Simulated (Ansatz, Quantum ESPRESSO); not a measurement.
# AlSi3 (Fm-3m): zone-centre phonons, part 2 of 2

Which modes does AlSi3 (Fm-3m) have at the zone centre?

Quantum ESPRESSO 7.5; DFT PBEsol, scalar-relativistic, plane waves, PseudoDojo norm-conserving pseudopotentials.

So far. Step 2 (A first look): No gap opens on this mesh, so smearing is kept; the start stands at 0.31 GPa. Step 4 (Self-consistent run for the response): The cell stands at -0.0070 GPa, close enough for phonons. The relaxed cell has a = 6.196 Å (conventional setting).

The structure was built from a prototype and need not be the compound's stable phase.

## (5) Linear response at Γ

At q = 0 one unit cell holds all displacements; symmetry groups them into irreducible representations that are solved one by one. With smeared occupations no response to a homogeneous field can be asked.

ph.in reads:

```
phonons
 &inputph
    prefix='x',
    outdir='./tmp',
    fildyn='g.dyn',
    tr2_ph=1.0d-18,
    alpha_mix(1)=0.4,
    nmix_ph=8,
 /
0.000000000000 0.000000000000 0.000000000000
```

On the command line:

```bash
$ OMP_NUM_THREADS=1 mpirun -n 4 ph.x -nk 4 -in ph.in > ph.out
```

Numbers of over 12 decimals in the logs are rounded to 6 here.

The log of the run:

```text
[banners, grids, parts of the stress and lines that vanish by symmetry left out]
[banner, memory and clock lines left out]
Program PHONON v.7.5

     ./tmp/x.save/

     IMPORTANT: XC functional enforced from input :
     Exchange-correlation= PBESOL
                           (   1   4  10   8   0   0   0)
     Any further DFT definition will be discarded
     Please, verify this is what you really want

     G-vector sticks info

     Reading collected, re-writing distributed wavefunctions in ./tmp/

     Number and degeneracy of irreps per q-point
       N         xq(1)         xq(2)         xq(3)   N irreps
       1   0.000000000   0.000000000   0.000000000       4
        3   3   3   3

     Calculation of q =    0.0000000   0.0000000   0.0000000

Possibly too few bands at point    1   0.00000   0.00000   0.00000

Possibly too few bands at point    2  -0.12500   0.12500  -0.12500

Possibly too few bands at point    6   0.00000   0.25000   0.00000

     phonons

     bravais-lattice index     =            2
     lattice parameter (alat)  =      11.7088  a.u.
     unit-cell volume          =     401.3114 (a.u.)^3
     number of atoms/cell      =            4
     number of atomic types    =            2
     kinetic-energy cut-off    =      40.0000  Ry
     charge density cut-off    =     160.0000  Ry
     convergence threshold     =      1.0E-18
     beta                      =       0.4000
     number of iterations used =            8
     Exchange-correlation= PBESOL
                           (   1   4  10   8   0   0   0)

     celldm(1)=   11.70884  celldm(2)=    0.00000  celldm(3)=    0.00000
     celldm(4)=    0.00000  celldm(5)=    0.00000  celldm(6)=    0.00000

     crystal axes: (cart. coord. in units of alat)
               a(1) = ( -0.5000  0.0000  0.5000 )
               a(2) = (  0.0000  0.5000  0.5000 )
               a(3) = ( -0.5000  0.5000  0.0000 )

     reciprocal axes: (cart. coord. in units 2 pi/alat)
               b(1) = ( -1.0000 -1.0000  1.0000 )
               b(2) = (  1.0000  1.0000  1.0000 )
               b(3) = ( -1.0000  1.0000 -1.0000 )

     Atoms inside the unit cell:

     Cartesian axes

     site n.  atom      mass           positions (alat units)
        1  Al     26.9815   tau(    1) = (    0.00000    0.00000    0.00000  )
        2  Si     28.0850   tau(    2) = (   -0.50000    0.50000    0.50000  )
        3  Si     28.0850   tau(    3) = (   -0.75000    0.75000    0.75000  )
        4  Si     28.0850   tau(    4) = (   -0.25000    0.25000    0.25000  )

     Computing dynamical matrix for
                    q = (   0.0000000   0.0000000   0.0000000 )

     49 Sym.Ops. (with q -> -q+G )

     G cutoff =  555.6328  (  13731 G-vectors)     FFT grid: ( 36, 36, 36)

     number of k points=    29  Marzari-Vanderbilt smearing, width (Ry)=  0.0200
                       cart. coord. in units 2pi/alat
        k(    1) = (   0.0000000   0.0000000   0.0000000), wk =   0.0039062
        k(    2) = (  -0.1250000   0.1250000  -0.1250000), wk =   0.0312500
        k(    3) = (  -0.2500000   0.2500000  -0.2500000), wk =   0.0312500
        [... further k-points left out ...]

     PseudoPot. # 1 for Al read from file:
     ./pseudo/Al.upf
     Pseudo is Norm-conserving + core correction, Zval =  3.0
     Using radial grid of 1876 points,  6 beta functions with:
                l(1) =   0
                l(2) =   0
                l(3) =   1
                l(4) =   1
                l(5) =   2
                l(6) =   2

     PseudoPot. # 2 for Si read from file:
     ./pseudo/Si.upf
     Pseudo is Norm-conserving + core correction, Zval =  4.0
     Using radial grid of 1510 points,  6 beta functions with:
                l(1) =   0
                l(2) =   0
                l(3) =   1
                l(4) =   1
                l(5) =   2
                l(6) =   2

     Mode symmetry, O_h (m-3m)  point group:

     Atomic displacements:
     There are    4 irreducible representations

     Representation     1      3 modes -  To be done

     Representation     2      3 modes -  To be done

     Representation     3      3 modes -  To be done

     Representation     4      3 modes -  To be done

     Alpha used in Ewald sum =   1.6000

     Representation #   1 modes #   1   2   3

     Self-consistent Calculation
      iter #   1   av.it.:   5.2
      thresh= 1.000E-02 alpha_mix =  0.400 |ddv_scf|^2 =  9.629E-08
      iter #   2   av.it.:  10.4
      thresh= 3.103E-05 alpha_mix =  0.400 |ddv_scf|^2 =  2.151E-09
      iter #   3   av.it.:  10.6
      thresh= 4.638E-06 alpha_mix =  0.400 |ddv_scf|^2 =  1.834E-10
      iter #   4   av.it.:  11.2
      thresh= 1.354E-06 alpha_mix =  0.400 |ddv_scf|^2 =  5.409E-13
      iter #   5   av.it.:  10.9
      thresh= 7.354E-08 alpha_mix =  0.400 |ddv_scf|^2 =  7.921E-14
      iter #   6   av.it.:  11.0
      thresh= 2.814E-08 alpha_mix =  0.400 |ddv_scf|^2 =  4.841E-16
      iter #   7   av.it.:  11.4
      thresh= 2.200E-09 alpha_mix =  0.400 |ddv_scf|^2 =  5.680E-18
      iter #   8   av.it.:  10.6
      thresh= 2.383E-10 alpha_mix =  0.400 |ddv_scf|^2 =  1.125E-18
      iter #   9   av.it.:  11.0
      thresh= 1.061E-10 alpha_mix =  0.400 |ddv_scf|^2 =  5.692E-21

     End of self-consistent calculation

     Convergence has been achieved

     Representation #   2 modes #   4   5   6

     Self-consistent Calculation
      iter #   1   av.it.:   4.6
      thresh= 1.000E-02 alpha_mix =  0.400 |ddv_scf|^2 =  1.812E-08
      iter #   2   av.it.:  10.4
      thresh= 1.346E-05 alpha_mix =  0.400 |ddv_scf|^2 =  1.521E-09
      iter #   3   av.it.:  10.8
      thresh= 3.900E-06 alpha_mix =  0.400 |ddv_scf|^2 =  8.311E-11
      iter #   4   av.it.:  11.1
      thresh= 9.116E-07 alpha_mix =  0.400 |ddv_scf|^2 =  1.273E-12
      iter #   5   av.it.:  11.0
      thresh= 1.128E-07 alpha_mix =  0.400 |ddv_scf|^2 =  1.081E-13
[...]
End of self-consistent calculation

     Convergence has been achieved

     Representation #   3 modes #   7   8   9

     Self-consistent Calculation
[...]
End of self-consistent calculation

     Convergence has been achieved

     Representation #   4 modes #  10  11  12

     Self-consistent Calculation
[...]
iter #   3   av.it.:  10.6
      thresh= 2.992E-06 alpha_mix =  0.400 |ddv_scf|^2 =  9.355E-11
      iter #   4   av.it.:  10.7
      thresh= 9.672E-07 alpha_mix =  0.400 |ddv_scf|^2 =  2.229E-12
      iter #   5   av.it.:  10.9
      thresh= 1.493E-07 alpha_mix =  0.400 |ddv_scf|^2 =  6.089E-14
      iter #   6   av.it.:  11.4
      thresh= 2.468E-08 alpha_mix =  0.400 |ddv_scf|^2 =  1.288E-14
      iter #   7   av.it.:  10.8
      thresh= 1.135E-08 alpha_mix =  0.400 |ddv_scf|^2 =  1.694E-16
      iter #   8   av.it.:  11.4
      thresh= 1.301E-09 alpha_mix =  0.400 |ddv_scf|^2 =  3.456E-18
      iter #   9   av.it.:  11.1
      thresh= 1.859E-10 alpha_mix =  0.400 |ddv_scf|^2 =  3.287E-19

     End of self-consistent calculation

     Convergence has been achieved

     Number of q in the star =    1
     List of q in the star:
          1   0.000000000   0.000000000   0.000000000

     Diagonalizing the dynamical matrix

     q = (    0.000000000   0.000000000   0.000000000 )

 **************************************************************************
     freq (    1) =      -0.114539 [THz] =      -3.820626 [cm-1]
     freq (    2) =      -0.114539 [THz] =      -3.820626 [cm-1]
     freq (    3) =      -0.114539 [THz] =      -3.820626 [cm-1]
     freq (    4) =       5.482590 [THz] =     182.879531 [cm-1]
     freq (    5) =       5.482590 [THz] =     182.879531 [cm-1]
     freq (    6) =       5.482590 [THz] =     182.879531 [cm-1]
     freq (    7) =       6.061083 [THz] =     202.175975 [cm-1]
     freq (    8) =       6.061083 [THz] =     202.175975 [cm-1]
     freq (    9) =       6.061083 [THz] =     202.175975 [cm-1]
     freq (   10) =       7.853247 [THz] =     261.956131 [cm-1]
     freq (   11) =       7.853247 [THz] =     261.956131 [cm-1]
     freq (   12) =       7.853247 [THz] =     261.956131 [cm-1]
 **************************************************************************

     Mode symmetry, O_h (m-3m)  point group:

     freq (   1-   3) =         -3.8  [cm-1]   --> T_1u G_15  G_4- I
     freq (   4-   6) =        182.9  [cm-1]   --> T_2g G_25' G_5+ R
     freq (   7-   9) =        202.2  [cm-1]   --> T_1u G_15  G_4- I
     freq (  10-  12) =        262.0  [cm-1]   --> T_1u G_15  G_4- I
```

Run time: 1.8 min. Hardware: 4 MPI ranks of Arm Neoverse V1, shared host; 7.2 min of CPU time.

Read from the output:

```
largest acoustic frequency at the zone centre before the sum rule : -3.82 cm⁻¹
highest optical zone-centre mode (no LO-TO term)                  : 262.0 cm⁻¹
lowest optical zone-centre mode                                   : 182.9 cm⁻¹
```

The acoustic modes at Γ come out as far as 3.8 cm⁻¹ from zero, where they should vanish, a small numerical error.

## (6) Zone-centre analysis

A rigid shift of the crystal must cost nothing, but grids and finite bases break this; the acoustic sum rule is imposed before the matrix is diagonalised again.

dynmat.in reads:

```
 &input
    fildyn='g.dyn',
    asr='simple',
    fileig='dynmat.eig',
 /
```

On the command line:

```bash
$ dynmat.x -in dynmat.in > dynmat.out
```

The log of the run:

```text
[banner, memory and clock lines left out]
Program DYNMAT v.7.5

     Reading Dynamical Matrix from file g.dyn
     ...Force constants read
     ...epsilon and Z* not read (not found on file)
     A direction for q was not specified:TO-LO splitting will be absent

     Polarizability (A^3 units)
     multiply by 1.000000 for Clausius-Mossotti correction
         0.000000    0.000000    0.000000
         0.000000    0.000000    0.000000
         0.000000    0.000000    0.000000

     IR activities are in (D/A)^2/amu units

# mode   [cm-1]    [THz]      IR
    1      0.00    0.0000    0.0000
    2      0.00    0.0000    0.0000
    3      0.00    0.0000    0.0000
    4    182.93    5.4841    0.0000
    5    182.93    5.4841    0.0000
    6    182.93    5.4841    0.0000
    7    202.21    6.0622    0.0000
    8    202.21    6.0622    0.0000
    9    202.21    6.0622    0.0000
   10    261.98    7.8538    0.0000
   11    261.98    7.8538    0.0000
   12    261.98    7.8538    0.0000

[end of the log left out, with the tail of the file of modes that dynmat.x writes under the same name]
```

Elapsed: 0.44 s, on 1 thread.

Unit eigenvectors of the mass-weighted matrix after the sum rule; no LO-TO term. The modes at Γ (shares of kinetic energy by element, %):

```csv
mode,frequency (cm⁻¹),symmetry,Al %,Si %
1,0.0,acoustic,24,76
2,0.0,acoustic,24,76
3,0.0,acoustic,24,76
4,182.9,T2g,0,100
5,182.9,T2g,0,100
6,182.9,T2g,0,100
7,202.2,T1u,14,86
8,202.2,T1u,14,86
9,202.2,T1u,14,86
10,262.0,T1u,61,39
11,262.0,T1u,61,39
12,262.0,T1u,61,39
```

Displacements in mode 6 (182.9 cm⁻¹), the largest set to 1:
```
Al1  0.00  0.00  0.00
Si2  0.00  0.00  0.00
Si3 -0.83  0.00  1.00
Si4  0.83  0.00 -1.00
```

Displacements in mode 11 (262.0 cm⁻¹), the largest set to 1:
```
Al1  0.04  0.13  1.00
Si2  0.00  0.02  0.13
Si3 -0.02 -0.07 -0.54
Si4 -0.02 -0.07 -0.54
```

The rule moves no optical mode by more than 0.1 cm⁻¹.

## (7) The same in Ansatz

The same cell goes through another code, with its own cutoff. It uses its own PAW datasets, so the potentials differ. Its k mesh is centred on Γ.

This step: DFT PBEsol, scalar-relativistic, plane waves, PAW (Ansatz 0.2.0).

input.yaml reads:

```yaml
crystal:
  lattice:
    - [-3.0980252403, 0.0, 3.0980252403]
    - [0.0, 3.0980252403, 3.0980252403]
    - [-3.0980252403, 3.0980252403, 0.0]
  atoms:
    - { symbol: Al, position: [0.0, 0.0, 0.0] }
    - { symbol: Si, position: [0.5, 0.5, 0.5] }
    - { symbol: Si, position: [0.75, 0.75, 0.75] }
    - { symbol: Si, position: [0.25, 0.25, 0.25] }
kpoints:
  mp_grid: { grid: [8, 8, 8] }
hamiltonian:
  xc: pbesol
scf:
  occupations: { method: cold, width: 0.27211 }
output:
  eigenvalues: true
phonons:
  method: dfpt
```

On the command line:

```bash
$ ansatz run input.yaml --threads 4 --pin off --max-ram 8192MiB --backend cpu --events-out ev --progress --plain --runs-dir out
```

The log of the run:

```text
zone centre: on kpoints.mp_grid the ground state, and the responses unless they are solved on pairs of k-points, stand on 59 of the mesh's 512 k-points, reduced under 8 symmetry operations, with k and −k counted as one. Each operation leaves every solved displacement unchanged or reverses it
Engine: ansatz 0.2.0, aarch64-unknown-linux-gnu
Pseudopotentials: kind: paw
Pseudopotential: Al, paw, valence charge 3, recommended cutoff 420 eV (normal), Al.paw.azcp
Pseudopotential: Si, paw, valence charge 4, recommended cutoff 420 eV (normal), Si.paw.azcp
Functional definition: PBEsol
  exchange = pbesol_x
  correlation = pbesol_c
Crystal: 4 atoms, lattice volume = 59.468 Å³
Basis set: ecut = 420 eV, 1211 PW (Γ), exchange–correlation on 60×60×60 points (8 copies of the dense FFT grid, shifted against one another)
Bands: 12, of which v1, the nominal top of the filled ones, is band 8 counted from 1 (7 counted from 0)
Symmetry: 48 space group operations
k-points: 59 of 512 (irreducible under 8 space group operations, time reversal used)
Non-local potential: Al, projectors of the file, l = 0: 2, l = 1: 2, l = 2: 1
Non-local potential: Si, projectors of the file, l = 0: 2, l = 1: 2, l = 2: 2
PAW form: soft (Blöchl's): semilocal exchange-correlation on the pseudo side does not see the compensation charge
PAW frozen core: Al, regenerated for the run's functional, and the local potential with it (the file was generated under x = pbe(κ = 0.804, μ = 0.219515), c = pbe(β = 0.066725))
PAW frozen core: Si, regenerated for the run's functional, and the local potential with it (the file was generated under x = pbe(κ = 0.804, μ = 0.219515), c = pbe(β = 0.066725))
PAW one-centre angular grid: Al, 110 points (default); XC on 64 Gauss nodes
PAW one-centre angular grid: Si, 110 points (default); XC on 64 Gauss nodes
Initial density: superposition of atomic densities (neutral atoms: chi_scale 0, normalization atom), corrected by the library's trained network
Initial wavefunctions: pseudopotential atomic-orbital guess
Functional: x = pbesol(κ = 0.804, μ = 0.123457), c = pbesol(β = 0.046)
SCF iter   1: F=—  HF=-2387.765062 eV  |F-HF|=—  |Δ(HF+E_count)|=         —  Δρ=1.73e-3  dr2=2.74e-3  ethr=1.77e-3  ⟨swp⟩=6.3  Hψ=10376  notcnv=0
automatic band count: the SCF goes on with 16 bands, as 12 were too few: the levels above may hold too much charge
preconditioner: auto → Kerker (q_TF=auto, 2.169 Å⁻¹)  [metal: Δε(μ)=0.110 eV  Ē_g=9.931 eV  σ=0.272 eV  W_gap=0.25  n_scr=14 (ndim 8)  ℏωp=18.6 eV  f_vac=0.000  D(μ)=1.48/eV (n_scr^D=14)]
SCF iter   2: F=—  HF=-2387.764721 eV  |F-HF|=—  |Δ(HF+E_count)|=   3.41e-4  S|Δr|=    0.00e0  Δρ=9.95e-4  dr2=9.03e-4  ethr=1.83e-5  ⟨swp⟩=2.0  Hψ=1675  notcnv=0
SCF iter   3: F=—  HF=-2387.764411 eV  |F-HF|=—  |Δ(HF+E_count)|=   3.10e-4  S|Δr|=    0.00e0  Δρ=9.98e-5  dr2=8.77e-6  ethr=6.02e-6  ⟨swp⟩=2.5  Hψ=1262  notcnv=0
SCF iter   4: F=—  HF=-2387.764406 eV  |F-HF|=—  |Δ(HF+E_count)|=   5.03e-6  S|Δr|=    0.00e0  Δρ=2.68e-5  dr2=4.60e-7  ethr=5.85e-8  ⟨swp⟩=2.6  Hψ=1274  notcnv=0
SCF iter   5: F=—  HF=-2387.764405 eV  |F-HF|=—  |Δ(HF+E_count)|=   1.09e-6  S|Δr|=    0.00e0  Δρ=5.28e-6  dr2=1.33e-8  ethr=3.07e-9  ⟨swp⟩=2.8  Hψ=1246  notcnv=0
SCF iter   6: F=—  HF=-2387.764405 eV  |F-HF|=—  |Δ(HF+E_count)|=   5.74e-9  S|Δr|=    0.00e0  Δρ=7.42e-7  dr2=4.34e-10  ethr=8.85e-11  ⟨swp⟩=1.2  Hψ=862  notcnv=0
SCF iter   7: F=-2387.764405 eV  HF=-2387.764405 eV  |F-HF|=4.09e-12  |Δ(HF+E_count)|=  1.62e-10  S|Δr|=    0.00e0  Δρ=9.52e-8  dr2=8.07e-12  ethr=1.00e-12  ⟨swp⟩=7.4  Hψ=5019  notcnv=0
SCF 1 converged in 7 iterations: F = -2387.764405 eV  dr2 = 8.07e-12
  greatest PAW one-centre occupation: 0.688 electrons in one spin orbital (limit 2), on the Si atom at site 3 (counted from 0), in its partial waves of l = 0
DFPT response loops at Γ: preconditioner auto → Kerker (q_TF=auto, 2.169 Å⁻¹) (partly filled bands, converged f_vac=0.000); β = 1.00, the filter's whole step (`scf.mixing.beta` (0.50) is not read by the response loops under this deck's `scf.mixing.preconditioner`; to damp them name `kerker` or `kerker_dos`, under which they read `scf.mixing.beta`, and type it under 1.00, their step now; both keys bind the ground state too); Broyden in place of MSR1
SCF converged after 7 iterations
Stability not checked: this state was not tested for a lower state beside it, because cold or Methfessel-Paxton smearing, or corrected tetrahedra, fill the levels in a way that the test cannot read (fill_not_monotonic; see scf.lower_state_search)
Free energy (F): -2387.764405 eV
Harris-Foulkes:  -2387.764405 eV  (|F-HF|=4.09e-12)
Internal energy: -2387.779712 eV  (E = F + TS)
E sigma→0 (E₀):  -2387.769508 eV
Entropy (-TS):   0.015307 eV (3.827 meV/atom)
Fermi energy:    9.860150 eV
--- Per-component energies (eV) ---
  E_band       = 68.093193
  E_kinetic    = 145.983078
  E_local      = 10.330065  (includes V_loc(G=0)·N_el)
  E_nonlocal   = 87.346902
  E_hartree    = 3.607963
  E_xc         = -206.628975
  E_vxc        = -173.586160  (∫ρ·V_xc dr)
  E_paw        = -1949.579774  (= ΣΔE_a)
  E_vpaw       = -9.196633  (= ΣTr[D̂ρ^β])
  E_aug_tail   = 0.000018  (compensation charges beyond the density's cutoff)
  E_ewald      = -478.952811
  E_core_change = 0.113821  (= ΣΔE_core)
  E_smearing   = 0.015307  (= −TS)
  E_closure    = 0.000000  (closes the sum)
  Σ components = -2387.764405   (vs F -2387.764405, Δ=0.00e0)
--- Band table (eV; the first three rows and the last of 59) ---
  k-point 0: bands = [... 4 lower, 7.1039, 7.6084, 7.6084, 7.6084, 7.8690, 10.1698, 10.1698, 10.1698, ... 4 higher]
  k-point 1: bands = [... 4 lower, 6.6072, 8.1489, 8.2954, 8.2954, 9.4937, 9.4937, 9.6345, 10.1872, ... 4 higher]
  k-point 2: bands = [... 4 lower, 6.2149, 8.0063, 8.0063, 8.2069, 9.9504, 10.0305, 10.0305, 13.1317, ... 4 higher]
  k-point 58: bands = [... 4 lower, 3.8335, 4.6552, 12.8357, 12.8357, 13.7783, 13.7783, 14.7811, 15.2488, ... 4 higher]
--- Phonons (Γ-DFPT): 3 representative perturbations + reference, on 59 of 512 k-points (Σ response iterations 9) ---
  k mesh reduced under 8 symmetry operations, with k and −k counted as one. Each operation leaves every solved displacement unchanged or reverses it
  ASR residual: 2.254e-5 → 0.000e0 eV/Å²; symmetrization residual: 1.603e-7 eV/Å²
  ASR residual per site (eV/Å²): 7.39e-6 2.25e-5 1.42e-5 1.42e-5
  Γ frequencies (cm⁻¹): 0.00 0.00 0.00 181.77 181.77 181.77 201.99 201.99 201.99 260.77 260.77 260.77
  non-analytic LO–TO correction: not included (Born effective charges unavailable; polar crystals: no LO–TO splitting at Γ)
```

Elapsed: 4.5 s, on 4 threads; peak memory 0.54 GiB.

This step gave:

| Item | Value |
| --- | --- |
| sum-rule residual before enforcement | 2.25e-5 eV/Å² |
| highest optical zone-centre mode (no LO-TO term) | 260.8 cm⁻¹ |
| lowest optical zone-centre mode | 181.8 cm⁻¹ |

## (8) The two compared: QE PseudoDojo and Ansatz, PAW

Worked out from the results:

```
root-mean-square difference : 0.98 cm⁻¹
largest difference          : 1.21 cm⁻¹
```

Frequencies side by side, by row:

```csv
q (reciprocal lattice),mode,QE PseudoDojo (cm⁻¹),"Ansatz, PAW (cm⁻¹)"
0 0 0,1,0,0
0 0 0,2,0,0
0 0 0,3,0,0
0 0 0,4,182.9,181.8
0 0 0,5,182.9,181.8
0 0 0,6,182.9,181.8
0 0 0,7,202.2,202
0 0 0,8,202.2,202
0 0 0,9,202.2,202
0 0 0,10,262,260.8
0 0 0,11,262,260.8
0 0 0,12,262,260.8
```

At the zone centre the largest difference (acoustic modes at Γ apart) is 0.5 % of the highest mode.

## (9) Outcome

```json
{
  "space group after relaxation": "Fm-3m",
  "volume per atom": "14.9 Å³",
  "highest optical zone-centre mode (no LO-TO term)": "262.0 cm⁻¹",
  "lowest optical zone-centre mode": "182.9 cm⁻¹",
  "imaginary optical modes at the zone centre (no q mesh in this session)": "none",
  "largest difference from Ansatz, PAW": "1.21 cm⁻¹"
}
```

**Reading.** At the PBEsol level the optical modes of AlSi3 (Fm-3m) at the zone centre run from 183 to 262 cm⁻¹. Of the 9 optical modes, 3 are Raman active alone and 6 are infrared active alone; inversion symmetry keeps the two sets apart. QE PseudoDojo and Ansatz, PAW differ by 1.0 cm⁻¹ in the root mean square and by 1.2 cm⁻¹ at most, 0.5 % of the highest mode compared (acoustic modes at Γ left out); the two use different potentials, and the cell was not relaxed for the second set. Left out of this account: PBEsol+D3 with PseudoDojo NC, since it is gradient-corrected and no frozen-mode check or second program bears its response out; optB88-vdW with PseudoDojo NC, since it is gradient-corrected and no frozen-mode check or second program bears its response out; rVV10 with SPMS NC, since it is gradient-corrected and no frozen-mode check or second program bears its response out; vdW-DF2 with PseudoDojo NC, since it is gradient-corrected and no frozen-mode check or second program bears its response out. What is said of the levels holds for those shown. These are harmonic frequencies at zero temperature: anharmonic shifts and linewidths and thermal expansion are left out. In a metal the frequencies hang on the k mesh and the smearing, most of all near Kohn anomalies. The runs are without spin polarisation, although the cell has an odd electron count or an open d or f shell, so a magnetic state was not tested. The structure is a hypothetical one, built on a prototype.

[Host names and launcher messages were left out of these logs when they were recorded.]

[Logs are printed without paths, hosts, clocks, repeated set-up lines and the standing remarks that a program may print on its own settings, such as how far it seeks lower states.]

[Hosts, paths, dates, database ids (printed as entryN), source tags and the programs' standing remarks are cut or masked in the printed files.]
